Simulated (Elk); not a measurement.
# Fe: spin-spiral energies

Spirals of any wavevector fit in the chemical cell when spin–orbit coupling is left out. What does E(q) of Fe say of its order and magnons?

Main program and level: Elk 11.2.3 (patched build); LDA (Perdew-Wang); all-electron APW+lo, Dirac cores, scalar-relativistic bands.

This is a report of a sequence of runs, with most program output left out.

The database entry behind the starting cell differs from later determinations by our own check (an axis about 0.7 % long against later determinations), so it need not match the best structure at ambient conditions.

**1. Set-up**

Symmetry: Im-3m, No. 229, cubic system. The conventional cell has a = 2.886 Å, b = 2.886 Å, c = 2.886 Å, α = 90.00°, β = 90.00°, γ = 90.00°. Nearest to Fe lie 8 Fe at 2.50 Å.

**2. The state at q = 0**

The energies of all spirals count from this run, made with the same spinor basis and mesh so that errors cancel.

The moments start as ferro +, in the xy plane (a flat spiral, cone angle 90°).

The last three numbers of an atom's line are a seed field in its sphere. It points against the wanted moment and shrinks by the factor reducebf each loop.

Contents of elk.in:

```
tasks
  0

xctype
  3

reducebf
  0.5

epsengy
  1e-06

maxscl
  100

rgkmax
  7.0

nempty
  12

swidth
  0.003

lmaxi
  3

spinsprl
  .true.

spinpol
  .true.

vqlss
  0.000000 0.000000 0.000000

sppath
  './'

avec
  -2.72687479783 2.72687479783 2.72687479783
  2.72687479783 -2.72687479783 2.72687479783
  2.72687479783 2.72687479783 -2.72687479783

atoms
  1
  'Fe.in'
  1
  0.0000000000 0.0000000000 0.0000000000   -0.140000 0.000000 0.000000

ngridk
  12 12 12
```

Started as:

```sh
$ OMP_NUM_THREADS=2 elk
```

Run time: 12 s. Hardware: 2 threads of AMD EPYC 9R45, shared host; peak memory 0.08 GiB.

Read from the output:

| Quantity | Value |
| --- | --- |
| density of states at the Fermi level | 0.9819 states/eV/cell |
| moment between the spheres | -0.02969, 0, 0 μB |
| magnetization | 2.261, 8.38e-4, 0 μB |
| final state | ferromagnetic |
| largest moment | 2.291 μB |

After 19 cycles the largest moment stands at 2.29 μB.

**3. One pass at q = (0.1667, -0.1667, 0.1667)**

One diagonalisation in the potential of q = 0; by the force theorem the spiral's energy is the band energy with the smearing's entropy term, less that of a like pass at q = 0. The total energy that such a pass prints is not self-consistent and is not used.

Changes to elk.in since step 2:

```diff
@@ -1,3 +1,3 @@
 tasks
-  0
+  1
 
@@ -13,3 +13,3 @@
 maxscl
-  100
+  1
 
@@ -34,3 +34,3 @@
 vqlss
-  0.000000 0.000000 0.000000
+  0.166667 -0.166667 0.166667
 
@@ -48,3 +48,3 @@
   1
-  0.0000000000 0.0000000000 0.0000000000   -0.140000 0.000000 0.000000
+  0.0000000000 0.0000000000 0.0000000000   -0.000140 0.000000 0.000000
```

Started as:

```sh
$ OMP_NUM_THREADS=2 elk
```

Run time: 2.6 s. Hardware: 2 threads; peak memory 0.09 GiB; 5 s of CPU time.

This step gave:

| Quantity | Value |
| --- | --- |
| magnetization | 2.270, 8.26e-4, 0 μB |
| final state | spiral |
| largest moment | 2.294 μB |

Moments of a spiral are printed for the first cell, in the frame that turns with it; over the crystal the turning parts cancel.

By that sum this spiral lies +67.4 meV a seeded atom from q = 0.

**4. One pass at q = (0.3333, -0.3333, 0.3333)**

Changes to elk.in since step 3:

```diff
@@ -34,3 +34,3 @@
 vqlss
-  0.166667 -0.166667 0.166667
+  0.333333 -0.333333 0.333333
```

Started as:

```sh
$ OMP_NUM_THREADS=2 elk
```

The job ended after 2.6 s (2 threads; peak memory 0.09 GiB; 5 s of CPU time).

This step gave:

```yaml
magnetization: 2.179, 8.21e-4, 0 μB
final_state: spiral
largest_moment: 2.194 μB
```

By that sum this spiral lies +278.1 meV a seeded atom from q = 0.

**5. An attempt with other settings**

An input with a fault is tried, to see how the program answers.

Changes to elk.in since step 2:

```diff
@@ -7,3 +7,3 @@
 reducebf
-  0.5
+  1.0
 
@@ -13,3 +13,3 @@
 maxscl
-  100
+  75
 
@@ -34,3 +34,3 @@
 vqlss
-  0.000000 0.000000 0.000000
+  0.000000 0.000000 0.500000
```

Started as:

```sh
$ OMP_NUM_THREADS=2 elk
```

Wall time 93 s (2 threads); peak memory 0.11 GiB.

Convergence was reached, yet the input spoils the result.

The fault in the input: a seed field that is never reduced.

The seed field stays on and holds up the moments; reducebf under 1 lets it die away.

**6. E(q)**

Wavevectors, in fractions of the reciprocal vectors: (0, 0, 0); (0.167, -0.167, 0.167); (0.333, -0.333, 0.333); (0.5, -0.5, 0.5); (0.333, -0.333, 0.5); (0.167, -0.167, 0.5); (0, 0, 0.5); (0, 0, 0.333); (0, 0, 0.167); (0, 0, 0); (0.167, 0.167, 0.167); (0.333, 0.333, 0.333). The path runs through Γ, H, N, Γ, near P.

Energy less that at q = 0, frozen potential against path:

```
path (Å⁻¹)  energy less that at q = 0, frozen potential (meV a seeded atom)
      0.00                                                                0
      0.73                                                             67.4
      1.45                                                              278
      2.18                                                              444
      2.69                                                              351
      3.20                                                              243
      3.72                                                              210
      4.23                                                              131
      4.74                                                             28.9
      5.26                                                                0
      6.51                                                              165
      7.77                                                              194
```

Table of magnon energy 4 dE/(M sin²θ), frozen potential by path:

```
path (Å⁻¹)  magnon energy 4 dE/(M sin²θ), frozen potential (meV)
      0.00                                                     0
      0.73                                                   119
      1.45                                                   492
      2.18                                                   786
      2.69                                                   621
      3.20                                                   431
      3.72                                                   372
      4.23                                                   232
      4.74                                                  51.0
      5.26                                                     0
      6.51                                                   292
      7.77                                                   342
```

**7. Results**

| Property | Result |
| --- | --- |
| lowest point | (0, 0, 0), 0 meV a seeded atom (frozen potential) |
| highest point | (0.5, -0.5, 0.5), 444 meV a seeded atom |

**Reading.** No spiral on the path lies under the state at q = 0; the dearest costs 444 meV a seeded atom. The force theorem is exact for small turns only; a flat spiral at large q turns neighbours far. The magnon energies are adiabatic and undamped; from flat spirals they are a Heisenberg estimate. The mesh is the same for all points and was not tested: differences of a few meV, and of some ten in a metal, can be noise.

[Logs and program files are shortened in this print: banners, set-up blocks, solver, clock and traceback lines can be left out without a mark of their own.]

[Logs are printed without paths, hosts, clocks, repeated set-up lines and the standing remarks that a program may print on its own settings, such as how far it seeks lower states.]

[Hosts, paths, dates, database ids (printed as entryN), source tags and the programs' standing remarks are cut or masked in the printed files.]

[Where a cell is said to come from a database of computed structures, the database is the Materials Project.]
